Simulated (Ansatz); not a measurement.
## TaGe2N4 monolayer in a perpendicular field

Wanted: the out-of-plane response of the TaGe2N4 monolayer. A positive field points along +c.

Program: Ansatz 0.2.0. Level of theory: plane-wave DFT, PBE-D3(BJ), Ansatz PAW. Results are calculated unless marked as measured.

### 1. Set-up

The cell holds 7 atoms: 4 N, 2 Ge and 1 Ta. Cell: a = 3.020 Å, b = 3.020 Å, c = 46.204 Å, α = 90.0°, β = 90.0°, γ = 120.0°. Vacuum lies along c.

As a file:

```xyz
7
Lattice="3.0200 0.0000 0.0000 -1.5100 2.6154 0.0000 0.0000 0.0000 46.2038" Properties=species:S:1:pos:R:3
N     0.0000    0.0000   19.3000
Ge    0.0000    1.7436   19.8878
N     0.0000    1.7436   21.7278
Ta    0.0000    0.0000   23.1019
N     0.0000    1.7436   24.4760
Ge    0.0000    1.7436   26.3160
N     0.0000    0.0000   26.9038
```

### 2. Relaxation

The starting cell is a guess, so the in-plane lattice and the atoms are relaxed first, with the slab cut off from its images along the normal.

input.yaml

```yaml
crystal:
  lattice:
    - [3.02, 0.0, 0.0]
    - [-1.51, 2.6153967194, 0.0]
    - [0.0, 0.0, 46.2038125637]
  atoms:
    - { symbol: "N", position: [0.0, 0.0, 0.4177144467] }
    - { symbol: Ge, position: [0.3333333333, 0.6666666667, 0.4304355641] }
    - { symbol: "N", position: [0.3333333333, 0.6666666667, 0.4702591176] }
    - { symbol: Ta, position: [0.0, 0.0, 0.5], spin: 1.0 }
    - { symbol: "N", position: [0.3333333333, 0.6666666667, 0.5297408824] }
    - { symbol: Ge, position: [0.3333333333, 0.6666666667, 0.5695644359] }
    - { symbol: "N", position: [0.0, 0.0, 0.5822855533] }
  periodic: [true, true, false]
magnetization:
  spin_polarized: true
kpoints:
  mp_grid: { grid: [12, 12, 1] }
hamiltonian:
  xc: pbe
  dispersion: d3bj
scf:
  occupations: { method: fermi_dirac, width: 0.05 }
  convergence: { dr2_threshold: 1.0e-09 }
relax:
  f_tol: 0.004
  max_steps: 90
  cell: {}
output:
  write_potential: true
  write_density: true
  volumetric_format: npy
```

Command:

```sh
> ansatz run input.yaml --threads 4 --pin off --max-ram 6144MiB --backend cpu --events-out ev --progress --plain --runs-dir out
```

Planned after this: single point, field 0; atoms held, field 0.1 V/Å; single point, field -0.1 V/Å; response, atoms held. Settings of the main run: cutoff 420 eV, 18×18×1 k-mesh, smearing width 0.02585 eV, collinear spin, 1 layers, stack TaGe2N4 monolayer, PAW set soft 2, starting moments 0.01 0 0.01 0.24 0.01 0 0.01 μB.

**Question.** What will these runs give for the equivalent conductor thickness, atoms held?

The induced dipole equals that of a perfect conductor 8.34 Å thick, while the outer atoms lie 7.42 Å apart. There is no gap over 0.03 eV, with or without the field. For an open d or f shell that can be the fault of a semilocal functional without a Hubbard term. The magnetic order is the one reached from the typed start; other orders were not compared.

| Property | Result |
| --- | --- |
| gap without field | none |
| work function, upper face | 5.43 eV |
| equivalent conductor thickness, atoms held | 8.34 Å |

Spin-orbit coupling is left out, which matters for the bands of elements this heavy. The outer anions sit over the metal atoms, one of several polytypes of such layers and not the lowest for every compound.

[Logs are printed without paths, hosts, clocks, repeated set-up lines and the standing remarks that a program may print on its own settings, such as how far it seeks lower states.]

[Hosts, paths, dates, database ids (printed as entryN), source tags and the programs' standing remarks are cut or masked in the printed files.]

[Maps of the electrostatic potential energy from Ansatz leave out the sawtooth potential of an applied field or a dipole correction, so their vacuum need not be flat; planar profiles and work functions include it.]
